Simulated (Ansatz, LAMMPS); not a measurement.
# Aqueous N(CH3)4+ and OH-, 1.2 mol of salt per kg of water at 280 K (163 atoms): atom by atom

48 H2O, 1 N(CH3)4+, 1 OH- placed at random, at 1 g/cm³; overlaps pushed apart, then 10 ps at 420 K with MMFF94 bonds, angles, torsions, charges and radii (Halgren, J. Comput. Chem. 17, 490 (1996)) in harmonic and 12-6 forms; SPC/E water (Berendsen, Grigera and Straatsma, J. Phys. Chem. 91, 6269 (1987)). Snapshot after 20 ps at 280 K and fixed volume.

Calculated values (Ansatz 0.2.0, Kohn-Sham DFT, PBE+D3(BJ), PAW (set soft_2), plane waves; cutoff 420 eV, Γ point, fixed occupations; density 1.00 g/cm³) for the geometry as built.

Cell vectors (Å):

```
11.657 0.000 0.000
0.000 11.657 0.000
0.000 0.000 11.657
```

Positions (Å):

```
1 C 8.174 3.944 5.179
2 N 8.627 2.682 5.784
3 C 8.051 1.633 4.934
4 C 8.065 2.648 7.214
5 C 10.099 2.630 5.764
6 H 8.554 4.770 5.673
7 H 7.096 4.065 5.241
8 H 8.494 3.938 4.140
9 H 8.100 1.834 3.809
10 H 8.673 0.753 5.031
11 H 7.066 1.467 5.278
12 H 8.403 3.562 7.747
13 H 6.961 2.569 7.207
14 H 8.450 1.726 7.653
15 H 10.432 1.568 6.047
16 H 10.410 2.896 4.807
17 H 10.368 3.390 6.440
18 O 2.456 6.150 9.686
19 H 1.727 6.229 10.367
20 H 3.118 5.463 9.986
21 O 10.860 0.422 2.190
22 H 9.962 0.793 1.954
23 H 11.476 1.170 2.435
24 O 11.461 4.220 9.495
25 H 11.536 3.228 9.591
26 H 0.255 4.508 8.650
27 O 4.566 6.688 5.836
28 H 4.031 5.919 5.486
29 H 4.017 7.205 6.493
30 O 10.324 8.878 10.248
31 H 10.984 9.474 10.705
32 H 9.968 8.211 10.902
33 O 3.836 4.182 10.940
34 H 3.453 3.565 11.627
35 H 4.765 3.891 10.712
36 O 0.597 5.772 11.513
37 H 11.501 6.430 11.518
38 H 0.301 4.930 11.063
39 O 9.412 7.784 7.832
40 H 8.437 7.772 8.051
41 H 9.929 8.098 8.629
42 O 4.090 0.268 4.027
43 H 4.059 0.168 3.033
44 H 3.159 0.343 4.384
45 O 10.810 4.578 2.330
46 H 10.367 4.472 1.440
47 H 10.736 5.529 2.628
48 O 6.096 5.200 8.865
49 H 6.376 4.557 9.578
50 H 5.362 4.794 8.320
51 O 2.110 6.878 1.841
52 H 1.889 6.817 2.814
53 H 1.420 6.387 1.310
54 O 1.971 8.991 5.835
55 H 2.168 8.447 5.019
56 H 2.402 8.566 6.631
57 O 4.220 10.088 10.147
58 H 4.774 10.828 9.766
59 H 4.820 9.363 10.486
60 O 2.866 1.058 8.276
61 H 2.271 1.050 9.079
62 H 2.427 0.557 7.531
63 O 7.774 0.804 10.019
64 H 8.601 0.337 9.706
65 H 6.975 0.401 9.573
66 O 6.227 8.606 6.609
67 H 6.283 8.542 7.605
68 H 5.889 7.741 6.238
69 O 1.284 1.873 5.382
70 H 1.870 2.633 5.665
71 H 1.094 1.946 4.402
72 O 5.705 7.797 3.091
73 H 5.142 7.440 2.345
74 H 5.313 7.518 3.967
75 O 6.589 3.298 10.773
76 H 6.996 2.429 10.491
77 H 6.519 3.326 0.113
78 O 8.623 9.312 5.470
79 H 7.656 9.165 5.677
80 H 9.185 8.836 6.146
81 O 10.355 7.269 3.193
82 H 10.129 8.242 3.258
83 H 10.784 6.970 4.046
84 O 8.264 1.019 1.046
85 H 7.822 1.880 1.300
86 H 7.884 0.691 0.181
87 O 10.881 6.380 5.980
88 H 11.279 5.662 6.552
89 H 10.354 7.008 6.552
90 O 1.496 6.496 4.506
91 H 2.025 5.679 4.734
92 H 0.709 6.566 5.120
93 O 0.244 11.156 6.852
94 H 0.643 10.338 6.438
95 H 0.527 0.306 6.334
96 O 1.247 5.067 7.462
97 H 1.744 5.331 8.289
98 H 1.899 4.827 6.743
99 O 0.796 2.465 2.699
100 H 1.686 2.442 2.243
101 H 0.341 3.332 2.498
102 O 9.117 9.746 2.869
103 H 9.684 10.458 2.454
104 H 9.042 9.912 3.853
105 O 4.449 0.107 1.121
106 H 3.808 11.279 0.526
107 H 5.251 11.191 1.285
108 O 0.285 1.579 9.953
109 H 0.461 1.197 10.860
110 H 11.415 0.924 9.411
111 O 7.896 6.056 2.478
112 H 7.182 6.756 2.484
113 H 8.766 6.465 2.757
114 O 6.891 7.792 9.147
115 H 6.745 6.804 9.209
116 H 6.751 8.207 10.045
117 O 5.535 0.497 8.698
118 H 4.625 0.913 8.685
119 H 5.720 0.074 7.812
120 O 4.548 6.496 0.932
121 H 4.450 5.804 0.217
122 H 3.745 6.475 1.529
123 O 9.821 11.521 8.909
124 H 10.290 11.589 8.028
125 H 9.906 10.589 9.261
126 O 5.231 2.870 4.135
127 H 4.916 1.940 3.945
128 H 4.560 3.338 4.710
129 O 6.021 8.576 11.531
130 H 6.239 9.091 0.702
131 H 5.507 7.754 0.118
132 O 9.586 6.705 0.214
133 H 9.346 5.744 0.081
134 H 8.907 7.140 0.806
135 O 6.633 3.744 1.859
136 H 5.913 3.509 2.512
137 H 7.127 4.551 2.182
138 O 5.811 11.178 6.147
139 H 5.949 10.203 6.323
140 H 5.235 11.291 5.337
141 O 3.314 8.136 8.038
142 H 3.554 8.916 8.616
143 H 3.023 7.372 8.615
144 O 9.626 4.010 11.540
145 H 10.259 3.923 10.771
146 H 8.744 3.608 11.293
147 O 6.404 10.209 2.153
148 H 6.137 9.430 2.721
149 H 7.401 10.286 2.140
150 O 4.058 3.545 7.773
151 H 3.855 3.982 6.897
152 H 3.519 2.706 7.859
153 O 2.598 9.150 0.617
154 H 3.200 8.990 11.491
155 H 2.420 8.283 1.082
156 O 3.429 2.559 1.549
157 H 3.846 2.993 2.347
158 H 3.905 1.703 1.348
159 O 0.256 10.692 0.096
160 H 1.112 10.212 0.292
161 H 11.560 11.099 0.937
162 O 3.040 4.316 5.341
163 H 2.845 4.129 4.427
```

Predict the forces and charges.

Columns: atom, q, fx, fy, fz (forces in eV/Å, q the Löwdin charge in e).

```
1 -0.37 -0.791 -0.165 -1.215
2 0.16 -1.331 0.820 0.113
3 -0.35 0.974 -1.029 -1.596
4 -0.34 0.337 -0.435 -0.356
5 -0.34 -0.658 -2.294 1.486
6 0.24 1.303 1.719 1.152
7 0.23 -0.319 -0.513 -0.128
8 0.21 0.003 0.233 -0.167
9 0.20 -0.183 0.414 1.483
10 0.22 -0.066 -0.659 0.453
11 0.24 -1.171 -0.453 -0.003
12 0.22 -0.127 -0.523 -0.282
13 0.23 0.381 0.244 -0.247
14 0.21 0.080 0.068 0.352
15 0.19 -0.322 1.614 -0.267
16 0.24 0.738 0.281 -1.884
17 0.22 1.094 0.762 1.105
18 -0.68 0.464 -0.049 -0.601
19 0.38 0.387 -0.389 0.010
20 0.39 -0.729 0.219 0.208
21 -0.71 -0.869 -0.144 0.043
22 0.39 0.779 -0.032 -0.197
23 0.38 -0.350 0.022 -0.236
24 -0.71 -0.532 -0.752 0.403
25 0.38 0.550 0.296 -0.409
26 0.39 -0.159 -0.521 0.217
27 -0.71 -0.300 0.169 -0.146
28 0.38 0.055 0.138 0.470
29 0.39 0.291 -0.481 -0.407
30 -0.72 0.053 0.171 0.100
31 0.39 -0.320 -0.396 0.276
32 0.39 0.368 0.423 -0.456
33 -0.68 0.466 -0.090 0.142
34 0.39 0.776 0.421 -0.328
35 0.39 -0.905 -0.246 0.295
36 -0.65 -0.287 0.682 0.308
37 0.40 0.229 -0.980 -0.021
38 0.38 0.055 0.951 -0.195
39 -0.70 0.076 0.107 -0.200
40 0.39 0.850 0.127 0.502
41 0.40 -0.715 -0.072 -0.321
42 -0.66 -0.755 0.286 -0.157
43 0.39 -0.243 -0.272 0.538
44 0.41 0.998 -0.077 -0.617
45 -0.70 -0.169 0.189 0.048
46 0.38 0.234 0.232 0.803
47 0.39 0.073 -0.839 -0.757
48 -0.72 0.092 -0.199 0.087
49 0.38 -0.473 0.174 -0.789
50 0.40 0.623 -0.071 0.864
51 -0.66 -0.209 -0.420 0.515
52 0.39 -0.466 -0.060 -0.259
53 0.39 0.413 0.013 0.320
54 -0.74 0.058 0.015 -0.652
55 0.39 -0.329 0.328 1.352
56 0.38 -0.113 0.155 -0.439
57 -0.72 -0.070 -0.222 -0.320
58 0.38 -0.063 -0.658 0.059
59 0.37 0.268 1.016 -0.127
60 -0.65 -0.622 -0.193 0.067
61 0.41 0.096 -0.066 -1.167
62 0.41 0.222 0.428 1.186
63 -0.71 -0.676 -0.212 0.650
64 0.38 -0.491 0.559 -0.282
65 0.38 0.401 0.520 0.141
66 -0.67 0.160 -0.175 0.047
67 0.39 0.038 -0.674 -0.445
68 0.39 -0.015 0.585 0.608
69 -0.72 0.328 -0.218 0.090
70 0.39 -0.405 -0.353 -0.687
71 0.38 0.287 0.556 0.629
72 -0.66 -0.530 -0.285 0.257
73 0.39 0.471 0.063 0.786
74 0.40 0.101 0.084 -0.797
75 -0.68 0.390 -0.373 0.294
76 0.39 -0.286 0.236 0.139
77 0.38 0.163 0.113 -0.164
78 -0.72 0.313 0.040 0.011
79 0.38 0.994 -0.262 0.434
80 0.39 -1.045 0.481 -0.338
81 -0.69 0.372 -0.271 0.736
82 0.40 -0.012 -0.547 -0.135
83 0.39 -0.730 0.639 -0.562
84 -0.72 -0.377 0.578 0.597
85 0.38 0.247 -1.007 -0.450
86 0.39 0.287 0.656 0.189
87 -0.70 -0.033 -0.512 -0.021
88 0.39 -0.218 1.130 -0.152
89 0.39 0.289 -0.612 0.272
90 -0.70 0.254 -0.110 -0.441
91 0.36 -0.397 0.411 0.447
92 0.38 0.453 -0.120 -0.096
93 -0.73 0.146 0.539 -0.259
94 0.41 -0.005 0.657 0.037
95 0.38 0.062 -0.940 0.098
96 -0.70 0.073 -0.103 -0.247
97 0.38 0.361 0.348 -0.399
98 0.38 -0.287 -0.091 0.442
99 -0.67 0.757 -0.049 -0.120
100 0.38 -0.479 0.163 0.074
101 0.39 -0.070 0.081 0.089
102 -0.68 0.531 0.694 -0.530
103 0.39 -0.329 -0.624 0.881
104 0.39 -0.026 -0.181 -0.206
105 -0.68 -0.705 -0.109 -0.340
106 0.41 0.990 0.053 0.657
107 0.40 -0.351 0.040 0.048
108 -0.68 0.335 -0.358 0.176
109 0.41 -0.621 -0.159 -1.172
110 0.39 0.252 0.187 1.163
111 -0.70 -0.287 0.565 -0.204
112 0.38 0.710 -0.459 0.518
113 0.38 -0.522 -0.003 0.182
114 -0.71 0.218 0.065 0.005
115 0.39 -0.420 0.505 -0.137
116 0.38 0.131 -0.528 -0.421
117 -0.69 -0.245 -0.197 0.300
118 0.39 0.656 -0.550 -0.531
119 0.39 -0.731 0.448 -0.141
120 -0.71 0.466 -0.242 -0.251
121 0.39 -0.307 0.126 0.893
122 0.38 -0.358 -0.158 -1.059
123 -0.66 1.041 -0.612 -0.442
124 0.40 -0.285 -0.835 0.615
125 0.41 0.230 0.440 -0.552
126 -0.70 -0.347 -0.044 -0.544
127 0.38 -0.154 0.530 0.798
128 0.38 -0.010 -0.399 -0.157
129 -0.67 -0.051 -0.345 0.128
130 0.38 -0.268 -0.155 -0.289
131 0.38 0.222 0.527 0.424
132 -0.69 -0.618 0.780 0.212
133 0.38 -0.071 0.562 0.092
134 0.39 0.769 -1.063 -0.637
135 -0.71 -0.266 -0.469 -0.008
136 0.38 0.926 0.353 -0.097
137 0.39 -0.262 -0.177 -0.098
138 -0.73 -0.083 0.134 -0.227
139 0.38 -0.453 0.276 -0.554
140 0.39 0.369 -0.287 0.791
141 -0.69 0.089 0.188 0.051
142 0.39 -0.144 -0.761 -0.226
143 0.39 0.018 0.551 0.254
144 -0.65 -0.556 -0.349 -0.436
145 0.39 -0.925 0.217 0.200
146 0.40 1.001 0.364 0.061
147 -0.68 0.371 -0.020 -0.488
148 0.39 0.335 0.231 -0.179
149 0.39 -0.653 -0.303 0.542
150 -0.73 -0.003 0.252 -0.450
151 0.37 -0.159 -0.994 0.531
152 0.38 0.338 0.777 -0.239
153 -0.71 0.502 0.181 -0.828
154 0.38 -1.007 0.199 1.069
155 0.38 0.097 0.255 -0.234
156 -0.67 -0.212 0.552 0.626
157 0.38 -0.088 -0.728 -0.917
158 0.39 0.133 0.103 0.322
159 -0.73 0.383 -0.057 -0.093
160 0.39 -0.393 0.109 0.123
161 0.38 0.191 -0.154 -0.284
162 -0.84 0.232 0.432 0.633
163 0.36 -0.254 -0.319 -0.806
```

The force components of 0.52 eV/Å r.m.s. hold both thermal displacement and the mismatch between the potential that made the cell and DFT, above all in bond lengths inside molecules. The network of contacts between molecules at the start is that of the classical potential that made the cell, and needn't be the one that DFT or experiment would give. The density was typed from a rule of thumb and may lie off the real one at this temperature. Only the Γ point is sampled, in a cell whose shortest periodic width is 12 Å. The Löwdin charges lack the electrons that the projection spills, 0.029 e an atom on average.

The r.m.s. force component is 0.520 eV/Å; the longest force, 2.81 eV/Å, acts on C5.

[Logs are printed without paths, hosts, clocks, repeated set-up lines and the standing remarks that a program may print on its own settings, such as how far it seeks lower states.]

[Hosts, paths, dates, database ids (printed as entryN), source tags and the programs' standing remarks are cut or masked in the printed files.]

[The MMFF94 radii named for the starting cell were scaled by 0.96; in molecules described by MMFF94, hydrogen bound to N, O or S took a small fixed 12-6 site in their place.]
